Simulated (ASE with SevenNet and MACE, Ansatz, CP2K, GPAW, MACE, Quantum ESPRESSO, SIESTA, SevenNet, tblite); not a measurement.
**Machine-learned potentials runs on random rock-salt alloy of CaS and PbS (64 atoms)**

How do the settings of machine-learned potentials change the result for random rock-salt alloy of CaS and PbS (64 atoms)? A plane-wave run serves as the yardstick.

Calculated with ASE with SevenNet and MACE; the method is named at each step.

## 1. Set-up

The cell holds 64 atoms: 20 Pb, 32 S and 12 Ca. Cell: a = 11.688 Å, b = 11.688 Å, c = 11.688 Å, α = 90.0°, β = 90.0°, γ = 90.0°. It derives from CaS (rock-salt), repeated 2×2×2. Rock-salt CaS, 2 x 2 x 2 conventional cells, 20 of 32 Ca sites given to Pb at random (x = 0.625), lattice by Vegard's rule (a = 5.844 Å); not relaxed, displaced by a Gaussian of 0.02 Å. Then every atom was moved at random, 0.05 Å r.m.s. a Cartesian component.

The yardstick, on the same geometry:

* method: Kohn-Sham DFT, PBE, PAW, plane waves (Ansatz 0.2.0); cutoff 420 eV, Γ point, fermi-dirac smearing of 0.05 eV; PAW set soft_2
* r.m.s. force component: 0.3323 eV/Å
* longest force: 1.218 eV/Å
* pressure: 3.284 GPa
* gap (highest filled to lowest empty level): 1.066 eV
* SCF cycles: 9
* time: 10 s on 8 threads of Arm Neoverse V2, shared host
* CPU time: 70 s

## 2. SevenNet 0 potential

Method: machine-learned interatomic potential SevenNet 0, trained on PBE(+U) plane-wave data.

File run.py:

```python
import numpy as np
from ase.io import read
import mlip  # loads the published weights by name

atoms = read("structure.xyz")
atoms.calc = mlip.calc("7net-0")
energy = atoms.get_potential_energy()
forces = atoms.get_forces()
print(f"energy {energy:.6f} eV")
print("forces (eV/A)")
for i, (a, f) in enumerate(zip(atoms, forces)):
    print(f"{i:4d} {a.symbol:2s} {f[0]:10.5f} {f[1]:10.5f} {f[2]:10.5f}")
stress = -atoms.get_stress(voigt=False) * 160.21766
print("stress (GPa, compression positive)")
for row in stress:
    print(" ".join(f"{x:10.4f}" for x in row))
```

File structure.xyz:

```xyz
64
Lattice="11.68760 0.00000 0.00000 0.00000 11.68760 0.00000 0.00000 0.00000 11.68760" Properties=species:S:1:pos:R:3 pbc="T T T"
Pb 0.05891 0.04336 11.67895
S 2.95556 0.02571 11.65137
Pb 11.65289 2.84172 2.89011
S 2.94387 2.90858 2.79345
Ca 2.86428 11.61362 3.01563
S 11.66481 0.01578 2.87912
Ca 2.90706 2.94294 11.66107
S 0.05294 2.92108 11.68550
Pb 0.01543 0.04850 5.81026
S 2.88485 11.61736 5.86460
Ca 11.65289 2.85142 8.83816
S 2.90671 2.93815 8.74069
Ca 2.98583 0.06358 8.74361
S 11.68690 11.66481 8.72900
Pb 2.94563 2.94037 5.82861
S 0.02466 2.93733 5.80102
Pb 0.02770 5.82849 11.64716
S 2.93172 5.83141 11.57739
Pb 11.67428 8.74910 2.96456
S 2.91161 8.71404 2.87877
Ca 2.90974 5.85525 2.95860
S 0.06884 5.86858 2.93359
Pb 2.93464 8.80345 11.66680
S 11.64459 8.77891 11.67346
Pb 11.62460 5.89113 5.76654
S 2.92178 5.78641 5.82159
Pb 11.59585 8.75004 8.77412
S 2.85785 8.84997 8.86353
Pb 2.96386 5.73405 8.79118
S 11.62238 5.80535 8.74957
Ca 3.01727 8.84366 5.85373
S 0.03740 8.70609 5.81844
Ca 5.92713 0.01905 0.03004
S 8.70831 11.64810 11.67731
Pb 5.83328 2.85493 2.92938
S 8.66998 2.93078 2.82653
Pb 8.71813 0.03892 2.97543
S 5.81259 0.04710 2.84874
Pb 8.68821 3.01049 11.67404
S 5.80804 2.95626 11.67206
Ca 5.88097 11.67895 5.83655
S 8.75273 11.61958 5.78980
Pb 5.81049 2.88532 8.78580
S 8.82554 2.93452 8.73671
Pb 8.75915 0.02045 8.81432
S 5.84240 11.62601 8.81327
Ca 8.71334 2.96409 5.79845
S 5.84590 2.92424 5.88436
Ca 5.82066 5.90715 11.66411
S 8.79784 5.91685 11.63699
Pb 5.92199 8.76617 2.91477
S 8.83127 8.76664 2.99074
Pb 8.70925 5.87232 2.86393
S 5.74960 5.82148 2.97625
Ca 8.83173 8.72701 11.64926
S 5.79483 8.89707 0.01216
[... 4 atom lines left out ...]
Pb 8.77108 5.84953 8.72269
S 5.93391 5.90165 8.63351
Pb 8.72994 8.82671 5.79506
S 5.79273 8.78615 5.90352
```

Started as:

```bash
> OMP_NUM_THREADS=1 python run.py > output.txt
```

What it wrote:

```text
energy -299.904022 eV
forces (eV/A)
   0 Pb   -0.10364   -0.23494   -0.10747
   1 S     0.31347    0.49254    0.12409
   2 Pb    0.16009    0.28568    0.07723
   3 S    -0.34111   -0.06858   -0.01368
   4 Ca    0.13167    0.13649   -0.39188
   5 S     0.49719   -0.04847    0.09863
   6 Ca    0.08276   -0.12697    0.08197
   7 S     0.18380    0.05617   -0.51836
   8 Pb   -0.08245   -0.08890    0.14201
   9 S     0.72330   -0.22124   -0.10811
  10 Ca    0.06095    0.16442   -0.28174
  11 S    -0.43414   -0.62398    0.42366
  12 Ca   -0.19410   -0.34007    0.17932
  13 S     0.46842    0.55328    0.01365
  14 Pb   -0.14176    0.01450   -0.21705
  15 S    -0.59220   -0.24082    0.53091
  16 Pb    0.04922    0.17002   -0.00176
  17 S     0.59675   -0.44039    0.77647
  18 Pb    0.24413   -0.04088   -0.16316
  19 S     0.25472    0.20382    0.88866
  20 Ca    0.01738   -0.09562   -0.13132
  21 S     0.06139   -0.11844   -0.25897
  22 Pb   -0.20922    0.03413   -0.07640
  23 S    -0.37731   -0.04840    0.04521
[...]
56 Pb    0.07692   -0.09695   -0.27267
  57 S    -0.45338   -0.43091   -0.18735
  58 Ca   -0.46374   -0.01976    0.05307
  59 S    -0.45316    0.09556    0.14241
  60 Pb    0.14598   -0.03072   -0.09102
  61 S    -0.49545    0.23339    1.20411
  62 Pb    0.18809   -0.32600    0.29486
  63 S    -0.19080    0.59874    0.27988
stress (GPa, compression positive)
    2.5867     0.0109    -0.0057
    0.0109     2.3245    -0.0109
   -0.0057    -0.0109     2.6349
```

Elapsed: 6.7 s, on 1 thread of Arm Neoverse V2, shared host; peak memory 0.67 GiB.

Banners, paths, timers and routine set-up lines are dropped from the logs unmarked, and long logs keep their key lines alone; longer cuts are marked.

Compared with the plane-wave run:

```yaml
r_m_s_force_component: 0.3385 eV/Å
r_m_s_difference_of_force_components: 91.4 meV/Å
longest_difference_of_force_vectors: 344.1 meV/Å
force_difference_over_r_m_s_force: 27.51 %
slope_of_forces_against_the_reference_s: 0.9811
correlation_of_force_components: 0.963
pressure: 2.515 GPa
pressure_difference: -0.7684 GPa
```

Length of the force difference by element (eV/Å):

| element | atoms | mean | most |
| --- | --- | --- | --- |
| Ca | 12 | 0.14 | 0.34 |
| Pb | 20 | 0.12 | 0.25 |
| S | 32 | 0.16 | 0.29 |

A closer look about S28, picked at random: 9 atoms, nearest first, numbered in the order of the input, with positions taken from that point.

| atom | x | y | z | distance (Å) | bonds | Fx | Fy | Fz (eV/Å) |
| --- | --- | --- | --- | --- | --- | --- | --- | --- |
| S28 | 0.00 | 0.00 | 0.00 | 0.00 | 6 | 0.62 | 0.18 | -0.95 |
| Pb23 | 0.08 | -0.05 | 2.80 | 2.80 | 6 | -0.21 | 0.03 | -0.08 |
| Ca13 | 0.13 | 2.90 | -0.12 | 2.91 | 6 | -0.19 | -0.34 | 0.18 |
| Pb27 | -2.95 | -0.10 | -0.09 | 2.95 | 6 | 0.42 | -0.04 | -0.02 |
| Ca31 | 0.16 | -0.01 | -3.01 | 3.01 | 6 | -0.38 | -0.36 | 0.14 |
| Ca59 | 3.09 | -0.05 | -0.07 | 3.10 | 6 | -0.46 | -0.02 | 0.05 |
| Pb29 | 0.11 | -3.12 | -0.07 | 3.12 | 6 | -0.19 | 0.63 | -0.28 |
| S2 | 0.10 | 2.86 | 2.79 | 4.00 | 6 | 0.31 | 0.49 | 0.12 |
| S14 | -2.86 | 2.81 | -0.13 | 4.01 | 6 | 0.47 | 0.55 | 0.01 |

Atoms are counted from 1 here, from 0 in the log.

Forces lie 28 % from the reference's, at 0.095 times its CPU time (on 1 against 8 cores).

## 3. MACE MPA-0 medium potential

Method: machine-learned interatomic potential MACE MPA-0 medium, trained on PBE(+U) plane-wave data.

Changes to run.py since step 2:

```diff
@@ -5,3 +5,3 @@
 atoms = read("structure.xyz")
-atoms.calc = mlip.calc("7net-0")
+atoms.calc = mlip.calc("mace-mpa-0-medium")
 energy = atoms.get_potential_energy()
```

structure.xyz is that of step 2.

What it wrote:

```text
energy -299.861743 eV
forces (eV/A)
   0 Pb   -0.03319   -0.26580   -0.15556
   1 S     0.31348    0.49727    0.12245
   2 Pb    0.20306    0.35974    0.10884
   3 S    -0.34258   -0.08124    0.06040
   4 Ca    0.09863    0.16170   -0.44878
   5 S     0.45310   -0.06845    0.11218
   6 Ca    0.04518   -0.09602    0.09919
   7 S     0.15755    0.05273   -0.56133
   8 Pb   -0.03441   -0.08166    0.21866
   9 S     0.72279   -0.09021   -0.11952
  10 Ca    0.02672    0.20285   -0.30848
  11 S    -0.35466   -0.70400    0.41044
  12 Ca   -0.27829   -0.46565    0.21383
  13 S     0.46378    0.62024   -0.01314
  14 Pb   -0.21066    0.02384   -0.27268
  15 S    -0.59495   -0.27782    0.53531
  16 Pb    0.10181    0.21008   -0.00677
  17 S     0.57623   -0.47246    0.79527
  18 Pb    0.29969   -0.06028   -0.17997
  19 S     0.25126    0.20992    0.92919
  20 Ca   -0.01055   -0.09872   -0.13180
  21 S     0.08218   -0.12308   -0.25961
  22 Pb   -0.14041    0.05849   -0.14148
  23 S    -0.47573   -0.05812    0.05349
[...]
56 Pb    0.04559   -0.05995   -0.34691
  57 S    -0.50261   -0.42796   -0.19182
  58 Ca   -0.51189   -0.07072   -0.00523
  59 S    -0.53642    0.07549    0.11209
  60 Pb    0.18375   -0.00946   -0.10319
  61 S    -0.50930    0.22855    1.24641
  62 Pb    0.18916   -0.36271    0.38770
  63 S    -0.09812    0.54461    0.29113
stress (GPa, compression positive)
    2.7945     0.0032    -0.0122
    0.0032     2.6021    -0.0080
   -0.0122    -0.0080     2.9378
```

It took 6.8 s on 1 thread; peak memory 0.74 GiB.

Numbers from this run, and their distance from the reference:

```yaml
r_m_s_force_component: 0.3544 eV/Å
r_m_s_difference_of_force_components: 94.41 meV/Å
longest_difference_of_force_vectors: 336.2 meV/Å
force_difference_over_r_m_s_force: 28.41 %
slope_of_forces_against_the_reference_s: 1.029
correlation_of_force_components: 0.9643
pressure: 2.778 GPa
pressure_difference: -0.5057 GPa
```

Against the first run (28 %), the force difference from the reference is 28 %, at 1.0 times the CPU time.

## 4. MACE MP-0b3 medium potential

Method: machine-learned interatomic potential MACE MP-0b3 medium, trained on PBE(+U) plane-wave data.

Changes to run.py since step 3:

```diff
@@ -5,3 +5,3 @@
 atoms = read("structure.xyz")
-atoms.calc = mlip.calc("mace-mpa-0-medium")
+atoms.calc = mlip.calc("mace-mp-0b3-medium")
 energy = atoms.get_potential_energy()
```

structure.xyz is that of step 3.

What it wrote:

```text
energy -299.493059 eV
forces (eV/A)
   0 Pb   -0.06658   -0.22751   -0.12851
   1 S     0.24549    0.40671    0.10886
   2 Pb    0.15316    0.32349    0.08569
   3 S    -0.33047   -0.07882    0.03136
   4 Ca    0.16959    0.17145   -0.39516
   5 S     0.44317   -0.08357    0.10326
   6 Ca    0.08276   -0.12417    0.08623
   7 S     0.16392    0.05520   -0.48309
   8 Pb   -0.04683   -0.05052    0.17370
   9 S     0.66091   -0.16394   -0.08756
  10 Ca    0.04197    0.18861   -0.30363
  11 S    -0.41455   -0.63247    0.40657
  12 Ca   -0.17263   -0.36306    0.17317
  13 S     0.41771    0.54153    0.01106
  14 Pb   -0.16095    0.03870   -0.22953
  15 S    -0.59603   -0.23856    0.48301
  16 Pb    0.05789    0.18058   -0.00750
  17 S     0.53536   -0.37094    0.79385
  18 Pb    0.26331   -0.04631   -0.18633
  19 S     0.20707    0.19464    0.83039
  20 Ca    0.01773   -0.10492   -0.15015
  21 S     0.00664   -0.09378   -0.22857
  22 Pb   -0.16429    0.04765   -0.09470
  23 S    -0.32097   -0.05220    0.08067
[...]
56 Pb    0.05613   -0.08854   -0.34697
  57 S    -0.43455   -0.42211   -0.17726
  58 Ca   -0.44633   -0.01913    0.03055
  59 S    -0.45222    0.06195    0.11983
  60 Pb    0.12927   -0.03875   -0.06486
  61 S    -0.42869    0.23921    1.21335
  62 Pb    0.15564   -0.34430    0.36567
  63 S    -0.15155    0.53301    0.24594
stress (GPa, compression positive)
    2.3017     0.0059    -0.0497
    0.0059     2.0617    -0.0005
   -0.0497    -0.0005     2.3945
```

Elapsed: 6.6 s, on 1 thread; peak memory 0.76 GiB.

Against the reference:

```yaml
r_m_s_force_component: 0.331 eV/Å
r_m_s_difference_of_force_components: 83.5 meV/Å
longest_difference_of_force_vectors: 296.5 meV/Å
force_difference_over_r_m_s_force: 25.13 %
slope_of_forces_against_the_reference_s: 0.9647
correlation_of_force_components: 0.9683
pressure: 2.253 GPa
pressure_difference: -1.031 GPa
```

Against the first run (28 %), the force difference from the reference is 25 %, at 1.00 times the CPU time.

## 5. Side by side

Differences are against the plane-wave reference, forces as r.m.s. over components; share is that over the reference's r.m.s. force, slope the least-squares factor from reference forces to these. Total energies of different programs have different zeros and aren't compared.

| run | Δ force, r.m.s. (meV/Å) | share (%) | slope | Δ pressure (GPa) | cores | CPU time | memory (GiB) |
| --- | --- | --- | --- | --- | --- | --- | --- |
| reference | - | - | - | - | 8 | 70 s | 1.9 |
| SevenNet 0 potential | 91.4 | 27.5 | 0.981 | -0.768 | 1 | 6.7 s | 0.67 |
| MACE MPA-0 medium potential | 94.4 | 28.4 | 1.029 | -0.506 | 1 | 6.8 s | 0.74 |
| MACE MP-0b3 medium potential | 83.5 | 25.1 | 0.965 | -1.03 | 1 | 6.6 s | 0.76 |

Times of the machine-learned potentials are mostly Python's start and the loading of weights.

CPU time is summed over cores on a shared host, where runs went side by side, so it is rough. Symmetry, cutoffs, thresholds, outputs and thread counts weren't matched or tuned between programs; memory under MPI is the largest rank's times the ranks.

## 6. What came out

| Item | Value |
| --- | --- |
| nearest in forces | MACE MP-0b3 medium potential, 25 % |
| its CPU time | 6.6 s |

**Reading.** Machine-learned potentials differ by 25 % (MACE MP-0b3 medium potential) to 28 % (MACE MPA-0 medium potential); they were trained on other programs' data. Machine-learned potentials mimic data converged in k, so the reference's own k-point error enters their differences. The host structure and its lattice constant were typed by rule, without a check against the phase diagram. The reference's pressure of 3.3 GPa belongs to a cell and atoms that aren't relaxed at this level. The electronic-structure runs sample only Γ, in a cell whose shortest periodic width is 12 Å. Spin–orbit coupling is left out, which matters for the levels of the heavy elements.

[Also dropped from logs without a mark: logging warnings of Python, and SIESTA's first energy breakdown and zero terms.]

[Logs are printed without paths, hosts, clocks, repeated set-up lines and the standing remarks that a program may print on its own settings, such as how far it seeks lower states.]

[Hosts, paths, dates, database ids (printed as entryN), source tags and the programs' standing remarks are cut or masked in the printed files.]
